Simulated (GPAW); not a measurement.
# Dielectric function and optical constants of PbF2 (Fluorocronite), part 2 of 2

Wanted: where PbF2 (Fluorocronite) starts to absorb, how strongly, and its refractive index. The cell comes from an older database entry, whose edges can differ from later determinations, mostly by under a per cent.

GPAW 26.7.0; DFT, LDA, plane-wave PAW (GPAW data sets), scalar-relativistic, RPA, optical limit.

So far. Step 2 (Ground state): There is a gap, 4.23 eV on this mesh (points off the mesh can give less), so no carriers' term is needed.

The database entry behind the starting cell differs from later determinations by our own check (0.1 to 0.3 % short, probably kX units), so it need not match the best structure at ambient conditions.

## Step 4: Dielectric function, RPA

Transitions between filled and empty bands, summed over the zone, give the optical response, so mesh, band count and broadening shape it.

The induced potential is part of this response.

This step: DFT, LDA, plane-wave PAW (GPAW data sets), scalar-relativistic, RPA, optical limit (GPAW 26.7.0).

Contents of df.py:

```python
from gpaw.response.df import DielectricFunction

df = DielectricFunction('full.gpw', frequencies={'type': 'nonlinear', 'domega0': 0.03, 'omega2': 8},
                        ecut=30,
                        eta=0.15,
                        nbands=41,
                        txt='df.txt')
for direction in ['x']:
    df.get_dielectric_function(xc='RPA', direction=direction, filename=f'df_{direction}.csv')
```

The run is started by

```bash
> OMP_NUM_THREADS=1 python df.py
```

What it wrote:

```text
Using integrator: PointIntegrator
NonLinearFrequencyDescriptor(from 0.000 to 60.499 eV, 489 points)
Nonperiodic BCs:  [False False False]
Using integrator: PointIntegrator
NonLinearFrequencyDescriptor(from 0.000 to 60.499 eV, 489 points)
Nonperiodic BCs:  [False False False]

Calculating chi0 body with:
    Ground state adapter containing:
    Number of spins: 1
    Number of kpoints: 4096
    Number of irreducible kpoints: 145
    Number of completely occupied states: 14
    Number of partially occupied states: 14

    Linear response parametrization:
    q_c: [0.0, 0.0, 0.0]
    Number of frequency points: 489
    Planewave cutoff: 30.0
    Number of bands: 41
    Number of planewaves: 15
    Broadening (eta): 0.15

Integrating chi0 body.

Symmetries of q_c:
    Direct symmetries (Uq -> q): 48
    Indirect symmetries (TUq -> q): 0
In total 48 allowed symmetries.

145 groups of equivalent kpoints. 96.4599609375% reduction.

Integral kind: spectral function

Calculating chi0 optical extensions with:
    Ground state adapter containing:
    Number of spins: 1
    Number of kpoints: 4096
    Number of irreducible kpoints: 145
    Number of completely occupied states: 14
    Number of partially occupied states: 14

    Linear response parametrization:
    Number of frequency points: 489
    Planewave cutoff: 30.0
    Number of bands: 41
    Number of planewaves: 15
    Broadening (eta): 0.15
Integrating chi0 head and wings.

Symmetries of q_c:
    Direct symmetries (Uq -> q): 48
    Indirect symmetries (TUq -> q): 0
In total 48 allowed symmetries.

145 groups of equivalent kpoints. 96.4599609375% reduction.

Integral kind: spectral function wings
```

The job ended after 36 s (1 thread of Arm Neoverse V1, shared host; peak memory 0.24 GiB).

Numbers from this step:

- electronic dielectric constant ε∞, mean over x, y and z (by symmetry where fewer were run): 3.36
- main peak of Im epsilon, first axis: 7.872 eV

Some rows of df_x.csv (energy; Re and Im without local fields; Re and Im with them):

```text
0.000000, 3.694656, -0.000000, 3.359961, -0.000000
0.555532, 3.710825, 0.008829, 3.372844, 0.007028
1.143969, 3.765179, 0.019244, 3.416021, 0.015248
1.768324, 3.872537, 0.033210, 3.500714, 0.026067
2.431988, 4.063414, 0.055204, 3.649314, 0.042576
3.138794, 4.411089, 0.098947, 3.913201, 0.073708
3.893091, 5.163194, 0.239145, 4.452426, 0.163086
4.699832, 6.941472, 1.979853, 5.757531, 1.062784
5.564682, 2.811269, 3.752401, 3.478002, 3.487551
6.494155, 3.908418, 4.052580, 3.861098, 3.586720
7.495775, 2.626359, 4.859606, 3.122191, 3.457817
8.578281, 0.589260, 2.203342, 0.527900, 2.097668
9.751884, -0.461852, 2.307033, -0.585719, 2.293586
11.028587, -0.123241, 1.763461, 0.119404, 1.320718
12.422601, 0.915090, 1.069265, 0.880803, 0.673972
13.950874, 0.265544, 0.924919, 1.180503, 0.953725
15.633783, 1.483301, 0.718494, 1.438554, 0.684708
17.496047, 0.765652, 1.365729, 0.898150, 1.306493
19.567954, 0.061479, 1.126211, 0.246349, 1.147895
```

The Im ε, E ∥ x has structure finer than the step of the table below, so its rows give means over 0.5 eV, whole bins alone (the curve runs from 0 to 19.9 eV). Peaks (eV: height): 5.37: 3.96, 6.87: 4.58, 7.85: 6.10, 9.28: 3.95, 14.31: 1.66, 16.85: 1.40.

Values under the direct gap are tails of Lorentzian lines. Table of Im ε, E ∥ x by photon energy; means over each step:

| photon energy (eV) | Im ε, E ∥ x |
| --- | --- |
| 0.5 | 0.00633 |
| 1.0 | 0.0132 |
| 1.5 | 0.0211 |
| 2.0 | 0.0312 |
| 2.5 | 0.0451 |
| 3.0 | 0.0663 |
| 3.5 | 0.105 |
| 4.0 | 0.203 |
| 4.5 | 0.689 |
| 5.0 | 2.44 |
| 5.5 | 3.56 |
| 6.0 | 2.81 |
| 6.5 | 3.59 |
| 7.0 | 4.18 |
| 7.5 | 3.88 |
| 8.0 | 5.03 |
| 8.5 | 2.37 |
| 9.0 | 2.85 |
| 9.5 | 3.31 |
| 10.0 | 1.94 |
| 10.5 | 1.37 |
| 11.0 | 1.29 |
| 11.5 | 0.899 |
| 12.0 | 0.669 |
| 12.5 | 0.713 |
| 13.0 | 0.891 |
| 13.5 | 0.860 |
| 14.0 | 1.06 |
| 14.5 | 1.08 |
| 15.0 | 0.475 |
| 15.5 | 0.581 |
| 16.0 | 0.951 |
| 16.5 | 1.27 |
| 17.0 | 1.35 |
| 17.5 | 1.30 |
| 18.0 | 1.26 |
| 18.5 | 1.31 |
| 19.0 | 1.37 |
| 19.5 | 1.19 |

Re ε, E ∥ x against photon energy:

| photon energy (eV) | Re ε, E ∥ x |
| --- | --- |
| 0.0 | 3.36 |
| 0.5 | 3.37 |
| 1.0 | 3.40 |
| 1.5 | 3.46 |
| 2.0 | 3.54 |
| 2.5 | 3.67 |
| 3.0 | 3.85 |
| 3.5 | 4.12 |
| 4.0 | 4.57 |
| 4.5 | 5.39 |
| 5.0 | 6.17 |
| 5.5 | 3.74 |
| 6.0 | 3.98 |
| 6.5 | 3.86 |
| 7.0 | 2.35 |
| 7.5 | 3.14 |
| 8.0 | -0.182 |
| 8.5 | 0.214 |
| 9.0 | 1.62 |
| 9.5 | -0.476 |
| 10.0 | -0.393 |
| 10.5 | -0.0460 |
| 11.0 | 0.134 |
| 11.5 | 0.209 |
| 12.0 | 0.512 |
| 12.5 | 0.921 |
| 13.0 | 0.963 |
| 13.5 | 0.971 |
| 14.0 | 1.20 |
| 14.5 | 0.294 |
| 15.0 | 0.871 |
| 15.5 | 1.37 |
| 16.0 | 1.51 |
| 16.5 | 1.35 |
| 17.0 | 1.05 |
| 17.5 | 0.898 |
| 18.0 | 0.901 |
| 18.5 | 0.847 |
| 19.0 | 0.625 |
| 19.5 | 0.278 |

The reflectivity at normal incidence, E ∥ x has structure finer than the step of the table below, so its rows give means over 0.5 eV, whole bins alone (the curve runs from 0 to 19.9 eV). Peaks (eV: height): 5.22: 21.4, 6.93: 22.4, 8.03: 33.4, 9.62: 30.5, 14.40: 12.5, 19.69: 12.7.

Reflectivity at normal incidence, E ∥ x against photon energy; means over each step:

| photon energy (eV) | reflectivity at normal incidence, E ∥ x (%) |
| --- | --- |
| 0.5 | 8.69 |
| 1.0 | 8.82 |
| 1.5 | 9.04 |
| 2.0 | 9.38 |
| 2.5 | 9.87 |
| 3.0 | 10.6 |
| 3.5 | 11.6 |
| 4.0 | 13.2 |
| 4.5 | 16.1 |
| 5.0 | 20.0 |
| 5.5 | 18.9 |
| 6.0 | 16.3 |
| 6.5 | 19.0 |
| 7.0 | 21.0 |
| 7.5 | 19.4 |
| 8.0 | 31.1 |
| 8.5 | 19.7 |
| 9.0 | 15.9 |
| 9.5 | 28.0 |
| 10.0 | 25.1 |
| 10.5 | 18.6 |
| 11.0 | 15.2 |
| 11.5 | 12.1 |
| 12.0 | 5.57 |
| 12.5 | 3.00 |
| 13.0 | 4.05 |
| 13.5 | 3.76 |
| 14.0 | 4.82 |
| 14.5 | 9.14 |
| 15.0 | 1.85 |
| 15.5 | 1.98 |
| 16.0 | 4.07 |
| 16.5 | 6.01 |
| 17.0 | 7.08 |
| 17.5 | 7.20 |
| 18.0 | 7.13 |
| 18.5 | 7.83 |
| 19.0 | 9.85 |
| 19.5 | 12.3 |

The loss function −Im 1/ε at q → 0, E ∥ x has structure finer than the step of the table below, so its rows give means over 0.5 eV, whole bins alone (the curve runs from 0 to 19.9 eV). Peaks (eV: height): 8.52: 0.456, 11.63: 1.10, 14.59: 1.04.

Values under the direct gap are tails of Lorentzian lines. Table of loss function −Im 1/ε at q → 0, E ∥ x by energy loss; means over each step:

energy loss (eV), loss function −Im 1/ε at q → 0, E ∥ x and a bar:
```
      0.5       0.00 
      1.0       0.00 
      1.5       0.00 
      2.0       0.00 
      2.5       0.00 
      3.0       0.00 
      3.5       0.01 
      4.0       0.01 
      4.5       0.02 #
      5.0       0.06 ##
      5.5       0.13 ####
      6.0       0.12 ####
      6.5       0.13 ####
      7.0       0.18 #####
      7.5       0.17 #####
      8.0       0.20 ######
      8.5       0.40 ############
      9.0       0.29 ########
      9.5       0.30 #########
     10.0       0.50 ##############
     10.5       0.72 #####################
     11.0       0.77 ######################
     11.5       1.04 ##############################
     12.0       0.91 ##########################
     12.5       0.54 ################
     13.0       0.52 ###############
     13.5       0.50 ###############
     14.0       0.42 ############
     14.5       0.79 #######################
     15.0       0.51 ###############
     15.5       0.27 ########
     16.0       0.30 #########
     16.5       0.37 ###########
     17.0       0.45 #############
     17.5       0.51 ###############
     18.0       0.53 ###############
     18.5       0.55 ################
     19.0       0.61 #################
     19.5       0.80 #######################
```

The Im ε, E ∥ x has structure finer than the step of the table below, so its rows give means over 1 eV, whole bins alone (the curve runs from 0 to 19.9 eV). Peaks (eV: height): without local fields 5.2: 5.43, 6.9: 5.17, 7.7: 5.63, 9.3: 4.04, 19.1: 1.56; with local fields 5.4: 3.96, 6.9: 4.58, 7.8: 6.10, 9.3: 3.95, 14.3: 1.66, 16.9: 1.40.

Values under the direct gap are tails of Lorentzian lines. The Im ε, E ∥ x by photon energy; means over each step:

| photon energy (eV) | without local fields | with local fields |
| --- | --- | --- |
| 1 | 0.0168 | 0.0133 |
| 2 | 0.0406 | 0.0317 |
| 3 | 0.0915 | 0.0683 |
| 4 | 0.403 | 0.249 |
| 5 | 3.70 | 2.42 |
| 6 | 3.35 | 3.05 |
| 7 | 4.56 | 3.88 |
| 8 | 4.17 | 4.28 |
| 9 | 3.03 | 2.91 |
| 10 | 2.11 | 2.04 |
| 11 | 1.65 | 1.21 |
| 12 | 0.949 | 0.703 |
| 13 | 1.30 | 0.856 |
| 14 | 0.826 | 1.10 |
| 15 | 0.426 | 0.546 |
| 16 | 1.02 | 0.947 |
| 17 | 1.44 | 1.34 |
| 18 | 1.29 | 1.27 |
| 19 | 1.44 | 1.34 |

At chosen wavelengths:

| wavelength (nm) | n | k | R (%) | 1/α |
| --- | --- | --- | --- | --- |
| 1550 | 1.84 | 0.003 | 8.8 | 44 µm |
| 1064 | 1.85 | 0.004 | 8.9 | 20 µm |
| 800 | 1.86 | 0.006 | 9.1 | 11 µm |
| 450 | 1.94 | 0.014 | 10.2 | 2.6 µm |
| 405 | 1.97 | 0.018 | 10.7 | 1.8 µm |
| 365 | 2.01 | 0.023 | 11.3 | 1.3 µm |
| 193 | 2.15 | 0.810 | 18.7 | 19 nm |

Below the direct gap, k and the depth come from the tails of the Lorentzian lines, not from transitions.

## Step 5: Outcome

```yaml
electronic_dielectric_constant_eps_infinity_mean_over_x_y_and_z_by_symmetry_where_fewer_were_run_rpa: 3.36
main_peak_of_im_epsilon_first_axis: 7.87 eV
```

In words: At this level (LDA, RPA) PbF2 has ε∞ = 3.36 and n = 1.84 at 1550 nm, and Im ε peaks at 7.9 eV. On the mesh the gap is 4.19 eV and the least direct gap 4.36 eV, so on this mesh the band edges lie at different points. Local fields change the static value along x from 3.69 to 3.36 (-9 %). Distinct maxima of Im ε, read by a parabola through the highest points, lie at 5.38 eV (4.0), 6.90 eV (4.6), 7.87 eV (6.1) and 9.30 eV (4.0). Excitons and phonon-assisted transitions are missing; LDA gaps are as a rule too small, which pulls the onset down and ε∞ up, while the missing spin-orbit coupling works the other way with such heavy atoms. Spin-orbit coupling is left out although heavy atoms are present. The sum runs over mesh points, so small or evenly spaced maxima can still be ripples of the mesh. In this version of GPAW the matrix elements of the optical limit are incomplete, which can lower ε − 1 by up to a tenth where first-row anions or d states rule, and shift it by more in d metals.

[Machine, clock and banner lines and Python warnings are left out of the logs.]

[Logs are printed without paths, hosts, clocks, repeated set-up lines and the standing remarks that a program may print on its own settings, such as how far it seeks lower states.]

[Hosts, paths, dates, database ids (printed as entryN), source tags and the programs' standing remarks are cut or masked in the printed files.]
